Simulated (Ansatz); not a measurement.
# Resistivity from frozen vibrations: Ru(0001) with 2 thermally displaced layers, 2x2

Aim: the resistivity of Ru at 273 K from frozen thermal displacements between perfect leads. The measured value for the pure metal at this temperature is 7.1 µΩ cm (CRC Handbook of Chemistry and Physics, 84th ed., 2003, Electrical Resistivity of Pure Metals).

Method: Ansatz plane-wave DFT, PBE, PAW files; ballistic transport by layer matching (Landauer), zero bias; PAW set soft_1, in Ansatz 0.2.0.

### Step 1. The structure

The cell holds 48 atoms: 48 Ru. Cell: a = 5.412 Å, b = 5.412 Å, c = 25.691 Å, α = 90.0°, β = 90.0°, γ = 120.0°. It derives from Ru. Regions: lead, 40 atoms (40 Ru); scattering region, 8 atoms (8 Ru). The structure is stacked along c, and the current runs across the ab planes.

### Step 2. With 2 displaced layers

Each atom of 2 layers is moved at random, by amounts drawn from a normal law 0.0351 Å wide in each direction from the Debye model (600 K) at 273 K. The layers about the cell's end stay perfect and serve as the lead. Disorder leaves little or no symmetry, which makes such runs dear. Energies from -0.05 to 0.05 eV in steps of 0.05 eV are too few for the program's thermal sum, so it prints no conductance; for a metal the transmission near the Fermi level serves, at a fraction of the cost.

input.yaml reads:

```yaml
crystal:
  lattice:
    - [5.4116, 0.0, 0.0]
    - [-2.7058, 4.6865830751, 0.0]
    - [0.0, 0.0, 25.6914]
  atoms:
    - { symbol: Ru, position: [0.1666666667, 0.3333333333, 0.0416666667] }
    - { symbol: Ru, position: [0.1666666667, 0.8333333333, 0.0416666667] }
    - { symbol: Ru, position: [0.6666666667, 0.3333333333, 0.0416666667] }
    - { symbol: Ru, position: [0.6666666667, 0.8333333333, 0.0416666667] }
    - { symbol: Ru, position: [0.3333333333, 0.1666666667, 0.125] }
    - { symbol: Ru, position: [0.3333333333, 0.6666666667, 0.125] }
    - { symbol: Ru, position: [0.8333333333, 0.1666666667, 0.125] }
    - { symbol: Ru, position: [0.8333333333, 0.6666666667, 0.125] }
    - { symbol: Ru, position: [0.1666666667, 0.3333333333, 0.2083333333] }
    - { symbol: Ru, position: [0.1666666667, 0.8333333333, 0.2083333333] }
    - { symbol: Ru, position: [0.6666666667, 0.3333333333, 0.2083333333] }
    - { symbol: Ru, position: [0.6666666667, 0.8333333333, 0.2083333333] }
    - { symbol: Ru, position: [0.3333333333, 0.1666666667, 0.2916666667] }
    - { symbol: Ru, position: [0.3333333333, 0.6666666667, 0.2916666667] }
    - { symbol: Ru, position: [0.8333333333, 0.1666666667, 0.2916666667] }
    - { symbol: Ru, position: [0.8333333333, 0.6666666667, 0.2916666667] }
    - { symbol: Ru, position: [0.1666666667, 0.3333333333, 0.375] }
    - { symbol: Ru, position: [0.1666666667, 0.8333333333, 0.375] }
    - { symbol: Ru, position: [0.6666666667, 0.3333333333, 0.375] }
    - { symbol: Ru, position: [0.6666666667, 0.8333333333, 0.375] }
    - { symbol: Ru, position: [0.3386466555, 0.1768497867, 0.4600064581] }
    - { symbol: Ru, position: [0.3289079189, 0.6644351794, 0.4576128595] }
    - { symbol: Ru, position: [0.8368184439, 0.1662468013, 0.4593536741] }
    - { symbol: Ru, position: [0.8272181644, 0.6783985167, 0.4582015947] }
    - { symbol: Ru, position: [0.170567989, 0.332310591, 0.5411487698] }
    - { symbol: Ru, position: [0.1727576171, 0.8395080974, 0.5413899851] }
    - { symbol: Ru, position: [0.6682433407, 0.3384685155, 0.5404776707] }
    - { symbol: Ru, position: [0.6583239173, 0.836291344, 0.5407505885] }
    - { symbol: Ru, position: [0.3333333333, 0.1666666667, 0.625] }
    - { symbol: Ru, position: [0.3333333333, 0.6666666667, 0.625] }
    - { symbol: Ru, position: [0.8333333333, 0.1666666667, 0.625] }
    - { symbol: Ru, position: [0.8333333333, 0.6666666667, 0.625] }
    - { symbol: Ru, position: [0.1666666667, 0.3333333333, 0.7083333333] }
    - { symbol: Ru, position: [0.1666666667, 0.8333333333, 0.7083333333] }
    - { symbol: Ru, position: [0.6666666667, 0.3333333333, 0.7083333333] }
    - { symbol: Ru, position: [0.6666666667, 0.8333333333, 0.7083333333] }
    - { symbol: Ru, position: [0.3333333333, 0.1666666667, 0.7916666667] }
    - { symbol: Ru, position: [0.3333333333, 0.6666666667, 0.7916666667] }
    - { symbol: Ru, position: [0.8333333333, 0.1666666667, 0.7916666667] }
    - { symbol: Ru, position: [0.8333333333, 0.6666666667, 0.7916666667] }
    - { symbol: Ru, position: [0.1666666667, 0.3333333333, 0.875] }
    - { symbol: Ru, position: [0.1666666667, 0.8333333333, 0.875] }
    - { symbol: Ru, position: [0.6666666667, 0.3333333333, 0.875] }
    - { symbol: Ru, position: [0.6666666667, 0.8333333333, 0.875] }
    - { symbol: Ru, position: [0.3333333333, 0.1666666667, 0.9583333333] }
    - { symbol: Ru, position: [0.3333333333, 0.6666666667, 0.9583333333] }
    - { symbol: Ru, position: [0.8333333333, 0.1666666667, 0.9583333333] }
    - { symbol: Ru, position: [0.8333333333, 0.6666666667, 0.9583333333] }
kpoints:
  mp_grid: { grid: [5, 5, 1] }
hamiltonian:
  xc: pbe
  pseudopotentials: { kind: paw, azcp: { folder: soft_1 } }
scf:
  occupations: { method: fermi_dirac, width: 0.1 }
output:
  transmission:
    leads: [[0, 8]]
    kmesh: [10, 10]
    e_range: [-0.05, 0.05]
    de: 0.05
  write_potential: true
  write_density: true
  volumetric_format: npy
```

Launch:

```console
> ansatz run input.yaml --threads 4 --pin off --max-ram 15360MiB --backend cpu --events-out ev --progress --plain --runs-dir out
```

Numbers of over 12 decimals in the logs are rounded to 6 here.

Output:

```text
Engine: ansatz 0.2.0, x86_64-unknown-linux-gnu
Pseudopotentials: kind: paw
Pseudopotential: Ru, paw, valence charge 16, recommended cutoff 420 eV (normal), soft_1/Ru.paw.azcp
Functional definition: PBE
  parameter kappa = 0.804
  parameter beta = 0.066725
  exchange = pbe_x(kappa = kappa, mu = beta*pi^2/3)
  correlation = pbe_c(beta = beta)
Crystal: 48 atoms, lattice volume = 651.583 Å³
Basis set: ecut = 420 eV, 12691 PW (Γ)
Bands: 461, of which v1, the nominal top of the filled ones, is band 384 counted from 1 (383 counted from 0)
Symmetry: 1 space group operations
Space group: P1 (ITA 1), of the structure as read, at distance tolerance 8.7e-5 Å
k-points: 13 of 25 (time reversal used)
Non-local potential: Ru, projectors of the file, l = 0: 3, l = 1: 2, l = 2: 2, l = 3: 1
PAW form: soft (Blöchl's): semilocal exchange-correlation on the pseudo side does not see the compensation charge
PAW one-centre angular grid: Ru, 590 points (default); XC on 64 Gauss nodes
Initial density: superposition of atomic densities (chi_scale 0.1, normalization cell)
Initial wavefunctions: pseudopotential atomic-orbital guess
Functional: x = pbe(κ = 0.804, μ = 0.219515), c = pbe(β = 0.066725)
SCF iter   1: F=—  HF=-282208.953553 eV  |F-HF|=—  |Δ(HF+E_count)|=         —  Δρ=1.22e-1  dr2=9.33e1  ethr=3.10e-3  ⟨swp⟩=5.0  Hψ=19321  notcnv=0  defer=3
preconditioner: auto → Kerker (q_TF=auto, 2.804 Å⁻¹)  [metal: Δε(μ)=0.069 eV  Ē_g=5.263 eV  σ=0.100 eV  W_gap=0.17  n_scr=268 (ndim 8)  ℏωp=28.5 eV  f_vac=0.000  D(μ)=40.29/eV (n_scr^D=392)]
SCF iter   2: F=—  HF=-282185.501208 eV  |F-HF|=—  |Δ(HF+E_count)|=    2.35e1  Δρ=5.91e-2  dr2=2.12e1  ethr=3.10e-3  ⟨swp⟩=2.8  Hψ=12088  notcnv=0  defer=57
SCF iter   3: F=—  HF=-282179.166943 eV  |F-HF|=—  |Δ(HF+E_count)|=    6.33e0  Δρ=9.53e-3  dr2=2.65e-1  ethr=2.76e-3  ⟨swp⟩=2.0  Hψ=9308  notcnv=0  defer=57
SCF iter   4: F=—  HF=-282179.218120 eV  |F-HF|=—  |Δ(HF+E_count)|=   5.12e-2  Δρ=1.07e-3  dr2=4.51e-3  ethr=3.45e-5  ⟨swp⟩=2.0  Hψ=11208  notcnv=0  defer=56
SCF iter   5: F=—  HF=-282179.218947 eV  |F-HF|=—  |Δ(HF+E_count)|=   8.26e-4  Δρ=2.19e-4  dr2=1.78e-4  ethr=5.87e-7  ⟨swp⟩=3.1  Hψ=13343  notcnv=0  defer=56
SCF iter   6: F=—  HF=-282179.218947 eV  |F-HF|=—  |Δ(HF+E_count)|=   3.15e-7  Δρ=4.81e-5  dr2=1.13e-5  ethr=2.31e-8  ⟨swp⟩=2.7  Hψ=11309  notcnv=0  defer=56
SCF iter   7: F=—  HF=-282179.220282 eV  |F-HF|=—  |Δ(HF+E_count)|=   1.33e-3  Δρ=1.10e-5  dr2=6.93e-7  ethr=1.47e-9  ⟨swp⟩=2.0  Hψ=8418  notcnv=0  defer=56
SCF iter   8: F=-282179.220282 eV  HF=-282179.220282 eV  |F-HF|=1.66e-8  |Δ(HF+E_count)|=   1.09e-7  Δρ=1.73e-6  dr2=2.54e-8  ethr=1.30e-11  ⟨swp⟩=8.2  Hψ=13765  notcnv=0
SCF 1 converged in 8 iterations: F = -282179.220282 eV  dr2 = 2.54e-8
  greatest PAW one-centre occupation: 1.000 electrons in one spin orbital (limit 2), on the Ru atom at site 20 (counted from 0), in its partial waves of l = 0
transmission: 251 of 2496 steps passed
transmission: 500 of 2496 steps passed
[...]
transmission: 2496 of 2496 steps passed
SCF converged after 8 iterations
Free energy (F): -282179.220282 eV
Harris-Foulkes:  -282179.220282 eV  (|F-HF|=1.66e-8)
Internal energy: -282177.694371 eV  (E = F + TS)
E sigma→0 (E₀):  -282178.457326 eV
Entropy (-TS):   -1.525911 eV (-31.790 meV/atom)
Fermi energy:    23.336890 eV
--- Per-component energies (eV) ---
  E_band       = -2694.706742
  E_kinetic    = 22101.421346
  E_local      = -60964.037312  (includes V_loc(G=0)·N_el)
  E_nonlocal   = 19798.443300
  E_hartree    = 20213.880470
  E_xc         = -8167.889927
  E_vxc        = -10329.924376  (∫ρ·V_xc dr)
  E_paw        = -168071.650041  (= ΣΔE_a)
  E_vpaw       = -13728.401978  (= ΣTr[D̂ρ^β])
  E_aug_tail   = 0.030051  (compensation charges beyond the density's cutoff)
  E_ewald      = -107087.892259
  E_smearing   = -1.525911  (= −TS)
  E_closure    = -0.000000  (closes the sum)
  Σ components = -282179.220282   (vs F -282179.220282, Δ=0.00e0)
--- Band table (eV; the first three rows and the last of 13) ---
  k-point 0: bands = [... 380 lower, 23.8848, 23.8883, 24.3553, 24.3587, 24.3764, 24.3805, 24.4906, 24.5125, ... 73 higher]
  k-point 1: bands = [... 380 lower, 23.4787, 23.4916, 23.5014, 23.8196, 23.8427, 24.0137, 24.0359, 24.1062, ... 73 higher]
  k-point 2: bands = [... 380 lower, 22.9617, 23.0065, 23.0207, 23.0963, 23.1695, 23.1839, 23.3606, 23.3741, ... 73 higher]
  k-point 12: bands = [... 380 lower, 23.0913, 23.1130, 23.1408, 23.3139, 23.3326, 23.3654, 23.3716, 23.3817, ... 73 higher]
--- Transmission ---
  basis      : 223 plane waves across, 48 finite elements along
  points     : 52, standing for a mesh of 10 x 10
  energies   : 3 from -0.050000 to 0.050000 eV about the Fermi level, 0.050000 eV apart; the leads are filled to 0.000000 eV, and channels, transmission and decay are at 0.000000 eV
  crystal 0  : Ru8, at the sites [0, 8], period 4.2819 Å, over 21.41 Å; its Hamiltonian steps by up to 0.6 meV
    offset         : up to 0.0000 Å between an atom of the period and one for which it stands
    channels       : 5.160000e0 a spin
    conductance    : none, the energies end too early or step too widely for 300 K: set another output.transmission.e_range or a lower de, or, where they end at an eighth of basis.ecutwfc, a higher one
  junction   : crystal 0 to crystal 0, 0.70 to 22.11 Å
    transmission   : 5.045515e0 a spin
    conductance    : none, the energies end too early or step too widely for 300 K: set another output.transmission.e_range or a lower de, or, where they end at an eighth of basis.ecutwfc, a higher one
```

Run time: 4 min. Hardware: 4 threads of Intel Xeon 6975P-C (Granite Rapids), shared host; peak memory 6.5 GiB.

This step gave:

```yaml
free_energy: -282179.2203 eV
energy_at_zero_smearing: -282178.4573 eV
fermi_energy: 23.34 eV
cell_area: 25.36 Å²
transmission_per_spin_nearest_the_fermi_level: 5.046
open_channels_per_spin_nearest_the_fermi_level: 5.16
step_of_the_lead_s_potential: 0.6 meV
```

Per spin. Transmission, zone mean against energy, zero at the Fermi level:

```csv
energy (eV),"transmission, zone mean"
-0.0500,5.07
0.0000,5.05
0.0500,5.41
```

Per spin. Open channels, zone mean, lead against energy, zero at the Fermi level:

```csv
energy (eV),"open channels, zone mean, lead"
-0.0500,5.16
0.0000,5.16
0.0500,5.64
```

Transmission over k1 and k2. At 0.0000 eV from the Fermi level.

Values, 10 rows by 10 columns:
```
 3.9  3.7  4.8  4.6  4.8  3.7  3.9  3.0  2.0  2.8
 3.0  4.8  4.9  4.9  4.9  4.9  4.9  3.0  2.0  2.0
 3.0  4.6  4.9  6.8  8.9  6.8  4.9  4.7  3.0  2.9
 3.9  4.8  4.9  8.9 11.9 11.9  8.9  4.9  4.9  3.9
 5.9  3.9  4.9  6.9 11.9 11.9 11.9  6.9  4.9  3.9
 3.9  3.9  4.9  4.9  8.9 11.9 11.9  8.9  4.9  4.8
 3.0  2.9  3.0  4.7  4.9  6.8  8.9  6.8  4.9  4.6
 3.0  2.0  2.0  3.0  4.9  4.9  4.9  4.9  4.9  4.8
 3.9  2.8  2.0  3.0  3.9  3.7  4.8  4.6  4.8  3.7
 5.9  3.9  3.0  3.0  3.9  5.8  3.9  3.0  3.0  3.9
```
Columns: k1 (b1) from -0.5 to 0.4; rows upwards: k2 (b2) from -0.5 to 0.4.

Open channels over k1 and k2. At 0.0000 eV from the Fermi level.

Values, 10 rows by 10 columns:
```
 4.0  4.0  5.0  5.0  5.0  4.0  4.0  3.0  2.0  3.0
 3.0  5.0  5.0  5.0  5.0  5.0  5.0  3.0  2.0  2.0
 3.0  5.0  5.0  7.0  9.0  7.0  5.0  5.0  3.0  3.0
 4.0  5.0  5.0  9.0 12.0 12.0  9.0  5.0  5.0  4.0
 6.0  4.0  5.0  7.0 12.0 12.0 12.0  7.0  5.0  4.0
 4.0  4.0  5.0  5.0  9.0 12.0 12.0  9.0  5.0  5.0
 3.0  3.0  3.0  5.0  5.0  7.0  9.0  7.0  5.0  5.0
 3.0  2.0  2.0  3.0  5.0  5.0  5.0  5.0  5.0  5.0
 4.0  3.0  2.0  3.0  4.0  4.0  5.0  5.0  5.0  4.0
 6.0  4.0  3.0  3.0  4.0  6.0  4.0  3.0  3.0  4.0
```
Columns: k1 (b1) from -0.5 to 0.4; rows upwards: k2 (b2) from -0.5 to 0.4.

Over the solved energies the transmission per spin lies between 5.05 and 5.41, out of 5.32 channels of the lead on average (up to 5.64).

### Step 3. With 6 displaced layers

Each atom of 6 layers is moved at random, by amounts drawn from a normal law 0.0351 Å wide in each direction from the Debye model (600 K) at 273 K. A fresh draw is used; the growth of the resistance with length is what counts.

System of this step: Ru(0001) with 6 thermally displaced layers, 2x2. The cell holds 64 atoms: 64 Ru. Cell: a = 5.412 Å, b = 5.412 Å, c = 34.255 Å, α = 90.0°, β = 90.0°, γ = 120.0°. It derives from Ru. Regions: lead, 40 atoms (40 Ru); scattering region, 24 atoms (24 Ru). The structure is stacked along c, and the current runs across the ab planes.

input.yaml reads:

```yaml
crystal:
  lattice:
    - [5.4116, 0.0, 0.0]
    - [-2.7058, 4.6865830751, 0.0]
    - [0.0, 0.0, 34.2552]
  atoms:
    - { symbol: Ru, position: [0.1666666667, 0.3333333333, 0.03125] }
    - { symbol: Ru, position: [0.1666666667, 0.8333333333, 0.03125] }
    - { symbol: Ru, position: [0.6666666667, 0.3333333333, 0.03125] }
    - { symbol: Ru, position: [0.6666666667, 0.8333333333, 0.03125] }
    - { symbol: Ru, position: [0.3333333333, 0.1666666667, 0.09375] }
    - { symbol: Ru, position: [0.3333333333, 0.6666666667, 0.09375] }
    - { symbol: Ru, position: [0.8333333333, 0.1666666667, 0.09375] }
    - { symbol: Ru, position: [0.8333333333, 0.6666666667, 0.09375] }
    - { symbol: Ru, position: [0.1666666667, 0.3333333333, 0.15625] }
    - { symbol: Ru, position: [0.1666666667, 0.8333333333, 0.15625] }
    - { symbol: Ru, position: [0.6666666667, 0.3333333333, 0.15625] }
    - { symbol: Ru, position: [0.6666666667, 0.8333333333, 0.15625] }
    - { symbol: Ru, position: [0.3333333333, 0.1666666667, 0.21875] }
    - { symbol: Ru, position: [0.3333333333, 0.6666666667, 0.21875] }
    - { symbol: Ru, position: [0.8333333333, 0.1666666667, 0.21875] }
    - { symbol: Ru, position: [0.8333333333, 0.6666666667, 0.21875] }
    - { symbol: Ru, position: [0.1666666667, 0.3333333333, 0.28125] }
    - { symbol: Ru, position: [0.1666666667, 0.8333333333, 0.28125] }
    - { symbol: Ru, position: [0.6666666667, 0.3333333333, 0.28125] }
    - { symbol: Ru, position: [0.6666666667, 0.8333333333, 0.28125] }
    - { symbol: Ru, position: [0.3178304696, 0.1605702363, 0.3432709017] }
    - { symbol: Ru, position: [0.32000613, 0.6554896368, 0.3437875389] }
    - { symbol: Ru, position: [0.8382796135, 0.1649207456, 0.3429881149] }
    - { symbol: Ru, position: [0.8385159485, 0.6720380302, 0.3434426105] }
    - { symbol: Ru, position: [0.174104225, 0.3411434053, 0.4060379534] }
    - { symbol: Ru, position: [0.1626922671, 0.8359368812, 0.4065036342] }
    - { symbol: Ru, position: [0.668983078, 0.3237131355, 0.4055721144] }
    - { symbol: Ru, position: [0.6547376129, 0.8203473335, 0.4063795443] }
    - { symbol: Ru, position: [0.3339900931, 0.161133884, 0.4701697276] }
    - { symbol: Ru, position: [0.3410132478, 0.6713650756, 0.4691615872] }
    - { symbol: Ru, position: [0.8345438833, 0.1566914983, 0.4693790295] }
    - { symbol: Ru, position: [0.8306235271, 0.6534282603, 0.4691055654] }
    - { symbol: Ru, position: [0.1679689259, 0.33918614, 0.5308001389] }
    - { symbol: Ru, position: [0.1678321667, 0.835900941, 0.5303521863] }
    - { symbol: Ru, position: [0.6701559189, 0.3325472663, 0.5317545954] }
    - { symbol: Ru, position: [0.6673494835, 0.8414678733, 0.5318700872] }
    - { symbol: Ru, position: [0.3345450829, 0.1713993802, 0.5950407393] }
    - { symbol: Ru, position: [0.3390580232, 0.6548821871, 0.5946548528] }
    - { symbol: Ru, position: [0.8359981422, 0.1659637453, 0.5927185758] }
    - { symbol: Ru, position: [0.8367624488, 0.657217538, 0.5943308897] }
    - { symbol: Ru, position: [0.1691201767, 0.3213534445, 0.6559400416] }
    - { symbol: Ru, position: [0.1590894083, 0.8351610493, 0.6578016218] }
    - { symbol: Ru, position: [0.6731326035, 0.3200170725, 0.6556609099] }
    - { symbol: Ru, position: [0.6771435547, 0.8451612211, 0.6566815705] }
    - { symbol: Ru, position: [0.3333333333, 0.1666666667, 0.71875] }
    - { symbol: Ru, position: [0.3333333333, 0.6666666667, 0.71875] }
    - { symbol: Ru, position: [0.8333333333, 0.1666666667, 0.71875] }
    - { symbol: Ru, position: [0.8333333333, 0.6666666667, 0.71875] }
    - { symbol: Ru, position: [0.1666666667, 0.3333333333, 0.78125] }
    - { symbol: Ru, position: [0.1666666667, 0.8333333333, 0.78125] }
    - { symbol: Ru, position: [0.6666666667, 0.3333333333, 0.78125] }
    - { symbol: Ru, position: [0.6666666667, 0.8333333333, 0.78125] }
    - { symbol: Ru, position: [0.3333333333, 0.1666666667, 0.84375] }
    - { symbol: Ru, position: [0.3333333333, 0.6666666667, 0.84375] }
    - { symbol: Ru, position: [0.8333333333, 0.1666666667, 0.84375] }
    - { symbol: Ru, position: [0.8333333333, 0.6666666667, 0.84375] }
    - { symbol: Ru, position: [0.1666666667, 0.3333333333, 0.90625] }
    - { symbol: Ru, position: [0.1666666667, 0.8333333333, 0.90625] }
    - { symbol: Ru, position: [0.6666666667, 0.3333333333, 0.90625] }
    - { symbol: Ru, position: [0.6666666667, 0.8333333333, 0.90625] }
    - { symbol: Ru, position: [0.3333333333, 0.1666666667, 0.96875] }
    - { symbol: Ru, position: [0.3333333333, 0.6666666667, 0.96875] }
    - { symbol: Ru, position: [0.8333333333, 0.1666666667, 0.96875] }
    - { symbol: Ru, position: [0.8333333333, 0.6666666667, 0.96875] }
kpoints:
  mp_grid: { grid: [5, 5, 1] }
hamiltonian:
  xc: pbe
  pseudopotentials: { kind: paw, azcp: { folder: soft_1 } }
scf:
  occupations: { method: fermi_dirac, width: 0.1 }
output:
  transmission:
    leads: [[0, 8]]
    kmesh: [10, 10]
    e_range: [-0.05, 0.05]
    de: 0.05
  write_potential: true
  write_density: true
  volumetric_format: npy
```

Output:

```text
[...]
Crystal: 64 atoms, lattice volume = 868.777 Å³
Basis set: ecut = 420 eV, 16909 PW (Γ)
Bands: 615, of which v1, the nominal top of the filled ones, is band 512 counted from 1 (511 counted from 0)
Symmetry: 1 space group operations
[...]
k-points: 13 of 25 (time reversal used)
[...]
SCF iter   1: F=—  HF=-376278.265239 eV  |F-HF|=—  |Δ(HF+E_count)|=         —  Δρ=1.22e-1  dr2=1.24e2  ethr=3.10e-3  ⟨swp⟩=5.0  Hψ=25937  notcnv=0  defer=2
[...]
SCF iter   9: F=-376238.724948 eV  HF=-376238.724948 eV  |F-HF|=9.43e-9  |Δ(HF+E_count)|=   4.13e-9  Δρ=7.15e-7  dr2=1.13e-8  ethr=9.77e-12  ⟨swp⟩=7.2  Hψ=17212  notcnv=0
SCF 1 converged in 9 iterations: F = -376238.724948 eV  dr2 = 1.13e-8
[...]
transmission: 329 of 3276 steps passed
transmission: 656 of 3276 steps passed
[...]
transmission: 3276 of 3276 steps passed
SCF converged after 9 iterations
Free energy (F): -376238.724948 eV
[...]
Internal energy: -376236.647029 eV  (E = F + TS)
E sigma→0 (E₀):  -376237.685989 eV
Entropy (-TS):   -2.077919 eV (-32.467 meV/atom)
Fermi energy:    23.366673 eV
[...]
--- Band table (eV; the first three rows and the last of 13) ---
  k-point 0: bands = [... 508 lower, 24.1105, 24.1180, 24.1246, 24.1271, 24.1455, 24.1520, 24.2659, 24.2709, ... 99 higher]
  k-point 1: bands = [... 508 lower, 23.5171, 23.8275, 23.8377, 23.8665, 23.8740, 23.8882, 23.9011, 23.9121, ... 99 higher]
  k-point 2: bands = [... 508 lower, 23.0546, 23.1055, 23.1434, 23.1517, 23.2140, 23.2426, 23.3635, 23.3895, ... 99 higher]
  k-point 12: bands = [... 508 lower, 23.2529, 23.2576, 23.2669, 23.2840, 23.2984, 23.3848, 23.3976, 23.4088, ... 99 higher]
--- Transmission ---
  basis      : 223 plane waves across, 63 finite elements along
  points     : 52, standing for a mesh of 10 x 10
[...]
channels       : 5.280000e0 a spin
[...]
junction   : crystal 0 to crystal 0, 0.70 to 30.67 Å
    transmission   : 4.756194e0 a spin
[...]
```

Run time: 6.5 min. Hardware: 4 threads; peak memory 10 GiB.

Numbers from this step:

```yaml
free_energy: -376238.7249 eV
energy_at_zero_smearing: -376237.6860 eV
fermi_energy: 23.37 eV
transmission_per_spin_nearest_the_fermi_level: 4.756
open_channels_per_spin_nearest_the_fermi_level: 5.28
step_of_the_lead_s_potential: 4.5 meV
```

Per spin. The transmission, zone mean by energy, zero at the Fermi level:

```csv
energy (eV),"transmission, zone mean"
-0.0500,4.77
0.0000,4.76
0.0500,5.06
```

Over the solved energies the transmission per spin lies between 4.76 and 5.06, out of 5.49 channels of the lead on average (up to 6.04).

[end of part 1 of 2]

[Logs are printed without paths, hosts, clocks, repeated set-up lines and the standing remarks that a program may print on its own settings, such as how far it seeks lower states.]

[Hosts, paths, dates, database ids (printed as entryN), source tags and the programs' standing remarks are cut or masked in the printed files.]
